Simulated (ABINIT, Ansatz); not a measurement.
# A GW chain in ABINIT: Sr2H6Os (Fm-3m), part 3 of 3

How does a plane-wave GW calculation on Sr2H6Os (Fm-3m) run from the first input to the gap?

ABINIT 10.8.3; PBEsol and many-body steps on it, plane waves. Known limits of the many-body steps: not at the basis limit; no spin polarisation; d states lean on the start; no spin-orbit coupling; coarse k mesh.

So far. Step 4 (Empty states on the mesh, 2×2×2 mesh, 221 bands): On this mesh the gap is 2.319 eV. Step 5 (Screening, 2×2×2 mesh, 201 bands, screening to 176.9 eV): Local fields lower ε∞ by 18 %. On a Γ-centred mesh this coarse the value itself is usually too large, while a short band sum pulls it down.

### Step 6. Self-energy, 2×2×2 mesh, 201 bands, screening to 176.9 eV

The self-energy is evaluated for the states that the input lists, and the levels follow from it, in one-shot runs by the linearised quasiparticle equation.

This step: G0W0 on PBEsol, plane waves, norm-conserving pseudopotentials.

run.abi

```
acell 3*1.0 Angstrom
rprim 
  -0.000000000000 3.812277830000 3.812277830000
  3.812277830000 -0.000000000000 3.812277830000
  3.812277830000 3.812277830000 0.000000000000
ntypat 3
znucl 38 1 76
natom 9
typat 1 1 2 2 2 2 2 2 3
xred 
  0.750000000000 0.750000000000 0.750000000000
  0.250000000000 0.250000000000 0.250000000000
  0.773847590000 0.773847590000 0.226152410000
  0.226152410000 0.773847590000 0.226152410000
  0.773847590000 0.226152410000 0.226152410000
  0.226152410000 0.226152410000 0.773847590000
  0.773847590000 0.226152410000 0.773847590000
  0.226152410000 0.773847590000 0.773847590000
  0.000000000000 0.000000000000 0.000000000000
pp_dirpath "pseudos"
pseudos "Sr.upf, H.upf, Os.upf"
ecut 33
ngkpt 2 2 2
nshiftk 1
shiftk 0 0 0
kptopt 1
chksymbreak 0
istwfk *1
occopt 1
irdwfk 1
optdriver 4
nband 201
gwcalctyp 0
ecutsigx 33
symsigma 1
nkptgw 2
kptgw 
  0.0000000000 0.0000000000 0.0000000000
  0.5000000000 0.5000000000 0.0000000000
bdgw 
  19 24
  20 23
ecuteps 6.5
irdscr 1
ppmodel 1
indata_prefix "in"
outdata_prefix "out"
tmpdata_prefix "tmp"
```

Run with:

```console
$ OMP_NUM_THREADS=1 mpirun -n 4 abinit run.abi > log
```

Numbers of over 12 decimals in the logs are rounded to 6 here.

The program printed:

```text
.Version 10.8.3 of ABINIT. v10.8.2 released Aug 2026.

 Symmetries : space group Fm -3 m (#225); Bravais cF (face-center cubic)
[... echo of the input left out ...]
== DATASET  1 ==================================================================
-   mpi_nproc: 4, omp_nthreads: 1 (-1 if OMP is not activated)

--- !DatasetInfo
iteration_state: {dtset: 1, }
dimensions: {natom: 9, nkpt: 3, mband: 201, nsppol: 1, nspinor: 1, nspden: 1, mpw: 6855, }
cutoff_energies: {ecut:  33.0, pawecutdg:  -1.0, }
electrons: {nelect:   4.20000000E+01, charge:   0.00000000E+00, occopt:   1.00000000E+00, tsmear:   1.00000000E-02, }

 SIGMA: Calculation of the GW corrections

 Based on a program developped by R.W. Godby, V. Olevano, G. Onida, and L. Reining.
 Incorporated in ABINIT by V. Olevano, G.-M. Rignanese, and M. Torrent.
.Using double precision arithmetic ; gwpc =  8

[... cell and pseudopotentials left out ...]
--------------------------------------------------------------------------------

 ==== K-mesh for the wavefunctions ====
 Number of points in the irreducible wedge :     3
[... list of points left out ...]
 Together with 48 symmetry operations and time-reversal symmetry
 yields     8 points in the full Brillouin Zone.

 ==== Q-mesh for screening function ====
 Number of points in the irreducible wedge :     3
[... list of points left out ...]
 Together with 48 symmetry operations and time-reversal symmetry
 yields     8 points in the full Brillouin Zone.

 vcoul_init : cutoff-mode = AUXILIARY_FUNCTION
 q-points for optical limit:   1
     1)      0.000010    0.000020    0.000030
 setmesh: FFT mesh size selected  =    54x   54x   54
          total number of points  =       157464

 Number of electrons calculated from density =   42.0000; Expected =   42.0000
 average of density, n =  0.056165
 r_s =    1.6199
 omega_plasma =   22.8607 [eV]

 === KS Band Gaps ===
  >>>> For spin  1
   Minimum direct gap =   2.3825 [eV], located at k-point      :   0.5000  0.5000  0.0000
   Fundamental gap    =   2.3194 [eV], Top of valence bands at :   0.0000  0.0000  0.0000
                                       Bottom of conduction at :   0.5000  0.5000  0.0000
 SIGMA fundamental parameters:
 PLASMON POLE MODEL  1
 number of plane-waves for SigmaX                 6855
 number of plane-waves for SigmaC and W            609
 number of plane-waves for wavefunctions          6855
 number of bands                                   201
 number of independent spin polarizations            1
 number of spinorial components                      1
 number of k-points in IBZ                           3
 number of q-points in IBZ                           3
 number of symmetry operations                      48
 number of k-points in BZ                            8
 number of q-points in BZ                            8
 number of frequencies for dSigma/dE                 9
 frequency step for dSigma/dE [eV]                0.25
 number of omega for Sigma on real axis              0
 max omega for Sigma on real axis  [eV]           0.00
 zcut for avoiding poles [eV]                     0.10

 EPSILON^-1 parameters (SCR file):
 dimension of the eps^-1 matrix on file            609
 dimension of the eps^-1 matrix used               609
 number of plane-waves for wavefunctions          6855
 number of bands                                   201
 number of q-points in IBZ                           3
 number of frequencies                               2
 number of real frequencies                          1
 number of imag frequencies                          1

 matrix elements of self-energy operator (all in [eV])

 Perturbative Calculation

--- !SelfEnergy_ee
iteration_state: {dtset: 1, }
kpoint     : [   0.000,    0.000,    0.000, ]
spin       : 1
KS_gap     :    3.883
QP_gap     :    4.730
Delta_QP_KS:    0.847
data: !SigmaeeData |
     Band     E0 <VxcDFT>   SigX SigC(E0)      Z dSigC/dE  Sig(E)    E-E0       E
       19   5.036 -16.892 -19.628   2.702   0.789  -0.267 -16.919  -0.027   5.009
       20   5.036 -16.892 -19.628   2.702   0.789  -0.267 -16.919  -0.027   5.009
       21   5.036 -16.892 -19.628   2.702   0.789  -0.267 -16.919  -0.027   5.009
       22   8.920  -8.754  -4.160  -3.621   0.842  -0.187  -7.935   0.820   9.739
       23   9.060 -12.841  -7.177  -3.940   0.824  -0.214 -11.421   1.420  10.480
       24   9.060 -12.841  -7.177  -3.940   0.824  -0.214 -11.421   1.420  10.480

--- !SelfEnergy_ee
iteration_state: {dtset: 1, }
kpoint     : [   0.500,    0.500,    0.000, ]
spin       : 1
KS_gap     :    2.382
QP_gap     :    3.552
Delta_QP_KS:    1.170
data: !SigmaeeData |
     Band     E0 <VxcDFT>   SigX SigC(E0)      Z dSigC/dE  Sig(E)    E-E0       E
       20   4.973 -16.775 -19.449   2.672   0.789  -0.268 -16.777  -0.001   4.972
       21   4.973 -16.775 -19.449   2.672   0.789  -0.268 -16.777  -0.001   4.972
       22   7.355 -12.473  -7.761  -3.303   0.829  -0.206 -11.305   1.168   8.524
       23   8.369  -9.944  -4.811  -3.811   0.839  -0.192  -8.835   1.109   9.477

== END DATASET(S) ==============================================================
================================================================================

 -outvars: echo values of variables after computation  --------
           etotal      0.0000000000E+00
            nband         201
             nkpt           3
          spgroup         225
 [... the other variables as echoed above ...]

 Calculation completed.
```

The job ended after 29 s (4 MPI ranks of Arm Neoverse V2, shared host; peak memory 1.5 GiB; 1.9 min of CPU time).

Numbers from this step:

```yaml
g0w0_gap_on_the_points_computed: 3.515 eV
starting_gap_on_the_mesh: 2.319 eV
k_of_the_valence_top: 0, 0, 0
k_of_the_conduction_bottom: 0.5, 0.5, 0
z_at_the_valence_top: 0.789
z_at_the_conduction_bottom: 0.829
least_direct_g0w0_gap_on_the_computed_points: 3.552 eV
```

The gap on the mesh goes from 2.32 eV to 3.51 eV, a correction of +1.20 eV.

Limits: finite bands, cutoff and mesh; no spin polarisation; d states lean on the start; no spin-orbit coupling; coarse k mesh. v1 is the top filled band, c1 the lowest empty one. Levels before and after the correction, in eV, zero at the valence-band top of each column:

|  | conduction bottom | valence top |
| --- | --- | --- |
| Kohn-Sham | 2.32 | 0.00 |
| G0W0 | 3.52 | 0.00 |

|  | level | energy (eV) |
| --- | --- | --- |
| Kohn-Sham | Γ v3-v1 | 0.000 |
| Kohn-Sham | Γ c1 | 3.884 |
| Kohn-Sham | Γ c2-c3 | 4.024 |
| Kohn-Sham | (0.5 0.5 0) v2-v1 | -0.063 |
| Kohn-Sham | (0.5 0.5 0) c1 | 2.320 |
| Kohn-Sham | (0.5 0.5 0) c2 | 3.333 |
| G0W0 | Γ v3-v1 | 0.000 |
| G0W0 | Γ c1 | 4.730 |
| G0W0 | Γ c2-c3 | 5.471 |
| G0W0 | (0.5 0.5 0) v2-v1 | -0.037 |
| G0W0 | (0.5 0.5 0) c1 | 3.515 |
| G0W0 | (0.5 0.5 0) c2 | 4.468 |

### Step 7. Where the time went

Times are wall times on 4 MPI ranks of Arm Neoverse V2, shared host, good to a factor of about two.

| step | time | share | memory (GiB) |
| --- | --- | --- | --- |
| ground state | 41 s | 21 % | 0.43 |
| bands along the symmetry lines | 33 s | 17 % | 0.38 |
| empty states on the mesh | 61 s | 31 % | 0.42 |
| screening | 34 s | 17 % | 1.7 |
| self-energy | 29 s | 15 % | 1.5 |

### Step 8. What came out

| Property | Result |
| --- | --- |
| PBEsol gap | 2.32 eV, indirect |
| G0W0 gap on the mesh | 3.51 eV |
| GW settings | 2×2×2 mesh, 201 bands, screening to 176.9 eV, Godby-Needs plasmon pole |
| known limits | not at the basis limit; no spin polarisation; d states lean on the start; no spin-orbit coupling; coarse k mesh |

**Reading.** G0W0 moves the gap on the mesh from 2.32 eV to 3.51 eV (+1.20 eV), with Z of 0.79 and 0.83 at the edges. Local fields lower the RPA ε∞ on this mesh from 5.34 to 4.36; a Γ-centred mesh this coarse tends to raise both, most where the direct gap is narrow, while a short band sum lowers them. Only 2 of the mesh's irreducible points were corrected, so a valley elsewhere could overtake. Bands and cutoff are finite, so the gap is not at the basis limit. The miss can reach some tenths of an eV and take either sign; the mesh is an error of its own. In the G0W0 run levels were corrected at 2 k points alone, so a gap called «on the mesh» is the least over those, and an edge elsewhere would be missed. The 2×2×2 mesh is coarse for this cell, which bears on the long-range parts of exchange and screening. The runs have no spin polarisation. For a closed low-spin shell that is the natural state; where a d or f shell is open it is a constraint, and the gap is then not the crystal's own. With d states at the gap, one-shot GW leans hard on its start. The many-body steps are scalar-relativistic: spin-orbit coupling is not in them.

[Paths, hosts, dates, memory and timing lines, banners, echoed tables and standing remarks are left out of the program output.]

[Logs are printed without paths, hosts, clocks, repeated set-up lines and the standing remarks that a program may print on its own settings, such as how far it seeks lower states.]

[Runs of the session that timed out or met a known fault of the program may be left out.]

[Hosts, paths, dates, database ids (printed as entryN), source tags and the programs' standing remarks are cut or masked in the printed files.]

[G0W0 gaps are taken among the corrected bands and points alone; a level outside them can change the order at an edge.]

[Where Ansatz stands beside ABINIT at settings called matched, ABINIT's density can come from a denser mesh and the files from another edition; pairs whose starting gaps differed by over 0.03 eV were left out, so agreement reads better than it is.]
